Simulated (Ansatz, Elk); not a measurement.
# How TlSbO2 (model structure) absorbs and reflects light

Aim: the dielectric function of TlSbO2 (model structure), and the optical constants that follow from it. This is a made-up structure; whether it can be made isn't tested. It was built so: All Bi replaced by Sb and S replaced by O in the R-3m structure of TlBiS2. The cell is first relaxed with Ansatz.

Program: Elk 11.2.3 (patched build). Level of theory: DFT, PBE, all-electron APW+lo, Dirac cores, scalar-relativistic bands, independent-particle optical response without local fields. Values are calculated unless marked as measured.

### 1. Set-up

The structure is trigonal, space group R-3m (No. 166). The conventional cell has a = 3.465 Å, b = 3.465 Å, c = 18.467 Å, α = 90.00°, β = 90.00°, γ = 120.00°. Tl has 6 O at 2.67 Å nearest. Nearest to Sb lie 6 O at 2.39 Å. O has 3 Sb at 2.39 Å and 3 Tl at 2.67 Å nearest. Farther neighbours, and contacts between anions beyond the nearest, are not listed.

### 2. Relaxation

The structure was built or cut out here, so it is relaxed before any spectrum is computed.

This step: DFT, PBE, plane-wave PAW, default files, scalar-relativistic, relaxation (Ansatz 0.2.0).

The input, input.yaml:

```yaml
crystal:
  lattice:
    - [1.7326155787, 1.0003260708, 6.15575772]
    - [-1.7326155787, 1.0003260708, 6.15575772]
    - [0.0, -2.0006521415, 6.15575772]
  atoms:
    - { symbol: Tl, position: [0.5, 0.5, 0.5] }
    - { symbol: Sb, position: [0.0, 0.0, 0.0] }
    - { symbol: O, position: [0.7376, 0.7376, 0.7376] }
    - { symbol: O, position: [0.2624, 0.2624, 0.2624] }
kpoints:
  mp_grid: { grid: [8, 8, 8] }
scf:
  occupations: { method: fermi_dirac, width: 0.05 }
hamiltonian:
  xc: pbe
output:
  forces: true
  stress: true
relax:
  f_tol: 0.02
  max_steps: 50
  cell: {}
```

Command:

```console
$ ansatz run input.yaml --threads 4 --pin off --max-ram 8192MiB --backend cpu --events-out ev --progress --plain --runs-dir out
```

What it wrote:

```text
basis.fft_grid_basis auto: the FFT boxes are laid along the combinations [[1, 0, -1], [0, 1, -1], [0, 0, 1]] of the cell's own vectors, 3.465, 3.465 and 6.473 Å long. The dense box has 24×24×45 points. Along the cell's own vectors, as sized, it would have 45×45×45, 3.52 times as many. Of the 12 symmetry operations that the crystal satisfies within crystal.symmetry.tolerance (time reversal apart; of a slab, those that [...]
Engine: ansatz 0.2.0, aarch64-unknown-linux-gnu
Pseudopotentials: kind: paw
Pseudopotential: Tl, paw, valence charge 13, recommended cutoff 420 eV (normal), Tl.paw.azcp
Pseudopotential: Sb, paw, valence charge 15, recommended cutoff 420 eV (normal), Sb.paw.azcp
Pseudopotential: O, paw, valence charge 6, recommended cutoff 420 eV (normal), O.paw.azcp
Functional definition: PBE
  parameter kappa = 0.804
  parameter beta = 0.066725
  exchange = pbe_x(kappa = kappa, mu = beta*pi^2/3)
  correlation = pbe_c(beta = beta)
Crystal: 4 atoms, lattice volume = 64.014 Å³
Basis set: ecut = 420 eV, 1257 PW (Γ), FFT grids on a1−a3, a2−a3, a3, exchange–correlation on 48×48×90 points (8 copies of the dense FFT grid, shifted against one another)
Bands: 24, of which v1, the nominal top of the filled ones, is band 20 counted from 1 (19 counted from 0)
Symmetry: 12 space group operations
Space group: R-3m (ITA 166), of the structure as read, at distance tolerance 4.0e-5 Å
k-points: 65 of 512
Non-local potential: Tl, projectors of the file, l = 0: 2, l = 1: 2, l = 2: 2, l = 3: 1
Non-local potential: Sb, projectors of the file, l = 0: 2, l = 1: 2, l = 2: 2, l = 3: 2
Non-local potential: O, projectors of the file, l = 0: 2, l = 1: 2, l = 2: 1
PAW form: soft (Blöchl's): semilocal exchange-correlation on the pseudo side does not see the compensation charge
PAW one-centre angular grid: Tl, 590 points (default); XC on 64 Gauss nodes
PAW one-centre angular grid: Sb, 590 points (default); XC on 64 Gauss nodes
PAW one-centre angular grid: O, 110 points (default); XC on 64 Gauss nodes
Initial density: superposition of atomic densities (neutral atoms: chi_scale 0, normalization atom), corrected by the library's trained network
Initial wavefunctions: pseudopotential atomic-orbital guess
Functional: x = pbe(κ = 0.804, μ = 0.219515), c = pbe(β = 0.066725)
SCF iter   1: F=—  HF=-19061.225401 eV  |F-HF|=—  |Δ(HF+E_count)|=         —  Δρ=2.97e-3  dr2=8.25e-3  ethr=1.77e-3  ⟨swp⟩=6.2  Hψ=7676  notcnv=0
preconditioner: auto → Resta (q_TF=auto, 2.523 Å⁻¹)  ε∞=5.7  [insulator: Δε(μ)=0.360 eV  Ē_g=11.687 eV  σ=0.050 eV  W_gap=0.95  n_scr=22 (ndim 8)  ℏωp=25.4 eV  f_vac=0.000  D(μ)=0.03/eV (n_scr^D=0)  ε∞_Penn≈5.7]
SCF iter   2: F=—  HF=-19061.224162 eV  |F-HF|=—  |Δ(HF+E_count)|=   1.24e-3  Δρ=1.55e-3  dr2=2.42e-3  ethr=2.06e-5  ⟨swp⟩=2.1  Hψ=2611  notcnv=0
SCF iter   3: F=—  HF=-19061.223895 eV  |F-HF|=—  |Δ(HF+E_count)|=   2.68e-4  Δρ=4.08e-4  dr2=1.25e-4  ethr=6.04e-6  ⟨swp⟩=2.3  Hψ=2195  notcnv=0
SCF iter   4: F=—  HF=-19061.223858 eV  |F-HF|=—  |Δ(HF+E_count)|=   3.69e-5  Δρ=1.36e-4  dr2=9.44e-6  ethr=3.13e-7  ⟨swp⟩=2.0  Hψ=2858  notcnv=0
SCF iter   5: F=—  HF=-19061.223868 eV  |F-HF|=—  |Δ(HF+E_count)|=   1.02e-5  Δρ=1.94e-5  dr2=2.97e-7  ethr=2.36e-8  ⟨swp⟩=2.0  Hψ=2862  notcnv=0
SCF iter   6: F=-19061.223868 eV  HF=-19061.223868 eV  |F-HF|=2.55e-10  |Δ(HF+E_count)|=   2.98e-8  Δρ=4.69e-6  dr2=1.88e-8  ethr=2.50e-10  ⟨swp⟩=4.4  Hψ=5451  notcnv=0
SCF 1 converged in 6 iterations: F = -19061.223868 eV  dr2 = 1.88e-8
  greatest PAW one-centre occupation: 0.997 electrons in one spin orbital (limit 2), on the Sb atom at site 1 (counted from 0), in its partial waves of l = 2
relax step   1: F+E_penalty+E_count = -19061.22386787 eV  Δ(F+E_penalty+E_count) = +0.000e0 eV  max|allowed force component| = 1.067e0 eV/Å  Δτ_max = 0.0000 Å  P = +8.324 GPa  Ω = 64.014 Å³  (6 SCF iters, dr2 threshold 1.00e-7 eV, accepted)
Crystal: 4 atoms, lattice volume = 72.802 Å³
Basis set: ecut = 420 eV, 1419 PW (Γ), FFT grids on a1−a3, a2−a3, a3, exchange–correlation on 48×48×90 points (8 copies of the dense FFT grid, shifted against one another)
Initial density: handed on by an earlier stage of this run
Initial wavefunctions: those handed on with the density
iter 1 solved again at ethr=3.40e-4 eV; its pass at ethr=3.10e-3 eV (dr2=1.36e-1 eV) is discarded
SCF iter   1: F=—  HF=-19061.565139 eV  |F-HF|=—  |Δ(HF+E_count)|=         —  Δρ=1.55e-2  dr2=1.39e-1  ethr=3.40e-4  ⟨swp⟩=1.0  Hψ=9233  notcnv=0
preconditioner: auto → Resta (q_TF=auto, 2.469 Å⁻¹)  ε∞=5.4  [insulator: Δε(μ)=0.164 eV  Ē_g=11.422 eV  σ=0.050 eV  W_gap=0.64  n_scr=22 (ndim 8)  ℏωp=23.8 eV  f_vac=0.002  D(μ)=0.37/eV (n_scr^D=0)  ε∞_Penn≈5.4]
SCF iter   2: F=—  HF=-19061.538538 eV  |F-HF|=—  |Δ(HF+E_count)|=   2.66e-2  Δρ=6.90e-3  dr2=3.31e-2  ethr=3.40e-4  ⟨swp⟩=2.0  Hψ=1811  notcnv=0
preconditioner: auto → Kerker (q_TF=auto, 2.469 Å⁻¹)  [metal: Δε(μ)=0.118 eV  Ē_g=11.434 eV  σ=0.050 eV  W_gap=0.48  n_scr=22 (ndim 8)  ℏωp=23.8 eV  f_vac=0.001  D(μ)=0.45/eV (n_scr^D=2)]
SCF iter   3: F=—  HF=-19061.532377 eV  |F-HF|=—  |Δ(HF+E_count)|=   6.16e-3  Δρ=1.34e-3  dr2=2.38e-3  ethr=8.26e-5  ⟨swp⟩=2.2  Hψ=2624  notcnv=0
SCF iter   4: F=—  HF=-19061.532146 eV  |F-HF|=—  |Δ(HF+E_count)|=   2.31e-4  Δρ=3.32e-4  dr2=2.67e-4  ethr=5.94e-6  ⟨swp⟩=2.4  Hψ=2666  notcnv=0
SCF iter   5: F=—  HF=-19061.532104 eV  |F-HF|=—  |Δ(HF+E_count)|=   4.20e-5  Δρ=1.12e-4  dr2=2.23e-5  ethr=6.68e-7  ⟨swp⟩=2.0  Hψ=2047  notcnv=0
SCF iter   6: F=—  HF=-19061.532103 eV  |F-HF|=—  |Δ(HF+E_count)|=   8.84e-7  Δρ=3.85e-5  dr2=1.92e-6  ethr=5.58e-8  ⟨swp⟩=2.0  Hψ=2062  notcnv=0
SCF iter   7: F=-19061.532103 eV  HF=-19061.532103 eV  |F-HF|=7.02e-8  |Δ(HF+E_count)|=   3.00e-7  Δρ=1.30e-5  dr2=2.64e-7  ethr=1.00e-9  ⟨swp⟩=4.7  Hψ=5558  notcnv=0
SCF 2 converged in 7 iterations: F = -19061.532103 eV  dr2 = 2.64e-7
relax step   2: F+E_penalty+E_count = -19061.53210276 eV  Δ(F+E_penalty+E_count) = -3.082e-1 eV  max|allowed force component| = 4.405e-2 eV/Å  Δτ_max = 0.1958 Å  P = -2.401 GPa  Ω = 72.802 Å³  energy of the carried Pulay correction = -2.106e-2 eV  (7 SCF iters, dr2 threshold 4.00e-7 eV, accepted)
Crystal: 4 atoms, lattice volume = 71.117 Å³
Basis set: ecut = 420 eV, 1371 PW (Γ), FFT grids on a1−a3, a2−a3, a3, exchange–correlation on 48×48×90 points (8 copies of the dense FFT grid, shifted against one another)
iter 1 solved again at ethr=1.78e-5 eV; its pass at ethr=3.10e-3 eV (dr2=7.13e-3 eV) is discarded
SCF iter   1: F=—  HF=-19061.560638 eV  |F-HF|=—  |Δ(HF+E_count)|=         —  Δρ=1.54e-3  dr2=7.21e-3  ethr=1.78e-5  ⟨swp⟩=1.9  Hψ=9167  notcnv=0
preconditioner: auto → Kerker (q_TF=auto, 2.479 Å⁻¹)  [metal: Δε(μ)=0.114 eV  Ē_g=11.633 eV  σ=0.050 eV  W_gap=0.46  n_scr=22 (ndim 8)  ℏωp=24.1 eV  f_vac=0.000  D(μ)=0.62/eV (n_scr^D=2)]
SCF iter   2: F=—  HF=-19061.560041 eV  |F-HF|=—  |Δ(HF+E_count)|=   5.97e-4  Δρ=1.10e-3  dr2=4.68e-3  ethr=1.78e-5  ⟨swp⟩=1.0  Hψ=1560  notcnv=0
SCF iter   3: F=—  HF=-19061.559043 eV  |F-HF|=—  |Δ(HF+E_count)|=   9.98e-4  Δρ=3.85e-4  dr2=7.57e-4  ethr=1.17e-5  ⟨swp⟩=1.1  Hψ=1566  notcnv=0
SCF iter   4: F=—  HF=-19061.558880 eV  |F-HF|=—  |Δ(HF+E_count)|=   1.63e-4  Δρ=1.07e-4  dr2=1.01e-5  ethr=1.89e-6  ⟨swp⟩=2.0  Hψ=1976  notcnv=0
SCF iter   5: F=—  HF=-19061.558844 eV  |F-HF|=—  |Δ(HF+E_count)|=   3.57e-5  Δρ=3.24e-5  dr2=7.91e-7  ethr=2.52e-8  ⟨swp⟩=2.2  Hψ=2207  notcnv=0
SCF iter   6: F=-19061.558845 eV  HF=-19061.558845 eV  |F-HF|=7.93e-10  |Δ(HF+E_count)|=   4.89e-7  Δρ=7.77e-6  dr2=4.38e-8  ethr=1.00e-9  ⟨swp⟩=4.8  Hψ=5561  notcnv=0
SCF 3 converged in 6 iterations: F = -19061.558845 eV  dr2 = 4.38e-8
relax step   3: F+E_penalty+E_count = -19061.55884453 eV  Δ(F+E_penalty+E_count) = -2.674e-2 eV  max|allowed force component| = 2.736e-2 eV/Å  Δτ_max = 0.0009 Å  P = -0.161 GPa  Ω = 71.117 Å³  energy of the carried Pulay correction = -1.723e-2 eV  (6 SCF iters, dr2 threshold 4.00e-7 eV, accepted)
[...]
relax step   4: F+E_penalty+E_count = -19061.56010690 eV  Δ(F+E_penalty+E_count) = -1.262e-3 eV  max|allowed force component| = 5.044e-3 eV/Å  Δτ_max = 0.0046 Å  P = +0.025 GPa  Ω = 70.940 Å³  energy of the carried Pulay correction = -1.682e-2 eV  (6 SCF iters, dr2 threshold 2.92e-7 eV, accepted)
[...]
relax step   5: F+E_penalty+E_count = -19061.59089280 eV  Δ(F+E_penalty+E_count) = -3.079e-2 eV  max|allowed force component| = 5.934e-3 eV/Å  Δτ_max = 0.0000 Å  P = +0.631 GPa  Ω = 70.940 Å³  stress off target by 9.23e-1 GPa  SCF on the basis re-selected at this cell (its energy is not comparable with the rows above)  (7 SCF iters)
[...]
relax step   6: F+E_penalty+E_count = -19061.59135654 eV  Δ(F+E_penalty+E_count) = -4.637e-4 eV  max|allowed force component| = 1.189e-2 eV/Å  Δτ_max = 0.0021 Å  P = +0.104 GPa  Ω = 71.430 Å³  energy of the carried Pulay correction = -1.200e-3 eV  (6 SCF iters, dr2 threshold 4.00e-7 eV, accepted)
[...]
relax step   7: F+E_penalty+E_count = -19061.59110851 eV  Δ(F+E_penalty+E_count) = +2.480e-4 eV  max|allowed force component| = 2.376e-3 eV/Å  Δτ_max = 0.0035 Å  P = -0.012 GPa  Ω = 71.587 Å³  energy of the carried Pulay correction = -1.598e-3 eV  (6 SCF iters, dr2 threshold 8.75e-8 eV, accepted)
iter 1 solved again at ethr=3.68e-8 eV; its pass at ethr=3.10e-3 eV (dr2=1.47e-5 eV) is discarded
SCF iter   1: F=—  HF=-19061.592756 eV  |F-HF|=—  |Δ(HF+E_count)|=         —  Δρ=8.52e-5  dr2=6.02e-7  ethr=3.68e-8  ⟨swp⟩=3.3  Hψ=12377  notcnv=0
SCF iter   2: F=—  HF=-19061.592771 eV  |F-HF|=—  |Δ(HF+E_count)|=   1.51e-5  Δρ=4.22e-5  dr2=1.17e-7  ethr=1.51e-9  ⟨swp⟩=2.0  Hψ=2116  notcnv=0
SCF iter   3: F=—  HF=-19061.592776 eV  |F-HF|=—  |Δ(HF+E_count)|=   5.17e-6  Δρ=6.09e-6  dr2=7.58e-9  ethr=2.92e-10  ⟨swp⟩=2.0  Hψ=2537  notcnv=0
SCF iter   4: F=—  HF=-19061.592776 eV  |F-HF|=—  |Δ(HF+E_count)|=   6.88e-8  Δρ=3.55e-7  dr2=2.16e-10  ethr=1.89e-11  ⟨swp⟩=2.0  Hψ=2534  notcnv=0
SCF iter   5: F=—  HF=-19061.592776 eV  |F-HF|=—  |Δ(HF+E_count)|=  8.37e-11  Δρ=1.34e-7  dr2=6.30e-11  ethr=1.00e-12  ⟨swp⟩=1.0  Hψ=1562  notcnv=0
SCF iter   6: F=-19061.592776 eV  HF=-19061.592776 eV  |F-HF|=7.28e-12  |Δ(HF+E_count)|=  1.46e-11  Δρ=2.98e-8  dr2=2.07e-12  ethr=1.00e-12  ⟨swp⟩=4.6  Hψ=5163  notcnv=0
SCF 8 converged in 6 iterations: F = -19061.592776 eV  dr2 = 2.07e-12
relax step   8: F+E_penalty+E_count = -19061.59277632 eV  Δ(F+E_penalty+E_count) = -1.668e-3 eV  max|allowed force component| = 2.527e-3 eV/Å  Δτ_max = 0.0000 Å  P = -0.002 GPa  Ω = 71.587 Å³  stress off target by 4.54e-2 GPa  SCF on the basis re-selected at this cell (its energy is not comparable with the rows above)  (6 SCF iters)
basis re-selected at this cell: Δ(F+E_penalty+E_count) = -1.668e-3 eV, ΔP = +0.010 GPa vs the last step (what re-selecting the basis moved, of the pressure what is left beyond the Pulay correction that the steps carried, after the strain that the cell walked since its last selection, with what the two solves' SCF thresholds leave and, on support functions, any second-order correction that the steps lacked; it is no m [...]
SCF converged after 6 iterations
Free energy (F): -19061.592776 eV
Harris-Foulkes:  -19061.592776 eV  (|F-HF|=7.28e-12)
Internal energy: -19061.586985 eV  (E = F + TS)
E sigma→0 (E₀):  -19061.589881 eV
Entropy (-TS):   -0.005792 eV (-1.448 meV/atom)
Fermi energy:    9.748071 eV
--- Per-component energies (eV) ---
  E_band       = -153.857683
  E_kinetic    = 884.742819
  E_local      = -3095.056112  (includes V_loc(G=0)·N_el)
  E_nonlocal   = 774.270982
  E_hartree    = 1268.946125
  E_xc         = -517.146959
  E_vxc        = -426.652005  (∫ρ·V_xc dr)
  E_paw        = -15049.709897  (= ΣΔE_a)
  E_vpaw       = -829.060365  (= ΣTr[D̂ρ^β])
  E_aug_tail   = 0.004741  (compensation charges beyond the density's cutoff)
  E_ewald      = -3327.638683
  E_smearing   = -0.005792  (= −TS)
  E_closure    = 0.000000  (closes the sum)
  Σ components = -19061.592776   (vs F -19061.592776, Δ=0.00e0)
--- Forces (eV/Å), atoms counted from 1 ---
  atom   1  Tl    -0.00000000     0.00000000     0.00000000
  atom   2  Sb     0.00000000    -0.00000000     0.00000000
  atom   3  O      0.00000000    -0.00000000    -0.00252659
  atom   4  O      0.00000000     0.00000000     0.00252659
  max |Σ_I F_I| component: 4.34e-19 eV/Å
--- Stress (GPa, compression-positive) ---
       -0.025715       0.000000       0.000000
        0.000000      -0.025715       0.000000
        0.000000       0.000000       0.045376
  P = ⅓ Tr σ = -0.0020 GPa (-0.020 kbar)
--- Relaxed structure (6 steps of the walk, 6 accepted, 2 SCFs on fresh bases) ---
  F+E_penalty+E_count = -19061.59277632 eV   max|allowed force component| = 2.527e-3 eV/Å   (the final SCF, on the basis selected at the relaxed cell)
  cell:  # Å, volume = 71.5867 Å³
    - [1.773222, 1.023770, 6.572272]
    - [-1.773222, 1.023770, 6.572272]
    - [0, -2.047541, 6.572272]
  atoms:
    - { symbol: Tl, position: [0.500000, 0.500000, 0.500000] }
    - { symbol: Sb, position: [4.050947e-19, 4.050947e-19, 4.050947e-19] }
    - { symbol: O, position: [0.726992, 0.726992, 0.726992] }
    - { symbol: O, position: [0.273008, 0.273008, 0.273008] }
```

Elapsed: 8.5 s, on 4 threads of Arm Neoverse V2, shared host; peak memory 0.45 GiB; 31 s of CPU time.

In the SCF lines HF is the Harris–Foulkes energy and dr2 the Hartree energy of the density residual, in eV; the loop may stop once dr2 is under the threshold and the program's other checks hold. Hψ counts applications of the Hamiltonian.

The steps of the relaxation:

| step | energy less that of the first step (eV) | largest force component (eV/Å) | pressure (GPa) | volume (Å³) |
| --- | --- | --- | --- | --- |
| 1 | 0.0000 | 1.0669 | 8.32 | 64.01 |
| 2 | -0.3082 | 0.0440 | -2.40 | 72.80 |
| 3 | -0.3350 | 0.0274 | -0.16 | 71.12 |
| 4 | -0.3362 | 0.0050 | 0.02 | 70.94 |
| 5* | -0.3670 | 0.0059 | 0.63 | 70.94 |
| 6 | -0.3675 | 0.0119 | 0.10 | 71.43 |
| 7 | -0.3672 | 0.0024 | -0.01 | 71.59 |
| 8* | -0.3689 | 0.0025 | 0.00 | 71.59 |

Relaxation steps marked * repeat the geometry before them on a plane-wave basis chosen anew for their cell, so energy and pressure can jump there.

Forces are held to the 12 operations that the program found; a distortion that breaks them can't arise in this run.

| conventional cell, symmetrised | before | after | change |
| --- | --- | --- | --- |
| a (Å) | 3.465 | 3.546 | +2.3 % |
| b (Å) | 3.465 | 3.546 | +2.3 % |
| c (Å) | 18.467 | 19.717 | +6.8 % |
| volume (Å³/atom) | 16.00 | 17.90 | +11.8 % |

The atoms that moved most (Å, as changes of fractional coordinates times the final cell):

| atom | dx | dy | dz | length |
| --- | --- | --- | --- | --- |
| O4 | 0.000 | 0.000 | 0.209 | 0.209 |
| O3 | 0.000 | 0.000 | -0.209 | 0.209 |

Final coordinates:

```xyz
4
Lattice="1.7732 1.0238 6.5723 -1.7732 1.0238 6.5723 0.0000 -2.0475 6.5723" Properties=species:S:1:pos:R:3 pbc="T T T"
Tl    0.0000    0.0000    9.8584
Sb    0.0000    0.0000    0.0000
O     0.0000    0.0000   14.3340
O     0.0000    0.0000    5.3829
```

The relaxation ends with a largest force component of 0.0025 eV/Å and a pressure of 0.00 GPa.

(Part 1 of 2 ends here.)

[Long decimals in the printed logs are rounded to 6 places.]

[Machine, clock and banner lines and Python warnings are left out of the logs.]

[Logs are printed without paths, hosts, clocks, repeated set-up lines and the standing remarks that a program may print on its own settings, such as how far it seeks lower states.]

[Hosts, paths, dates, database ids (printed as entryN), source tags and the programs' standing remarks are cut or masked in the printed files.]

[Where Elk ran, warnings of its patched build on accuracy (core leakage, angular cutoffs, spin-orbit splittings, empty states, lower magnetic states) are left out.]

[Where the starting crystal was built by hand or by swapping elements, it need not be the compound's stable phase.]

[The count of steps not shown may lack steps that the program refused or didn't finish.]
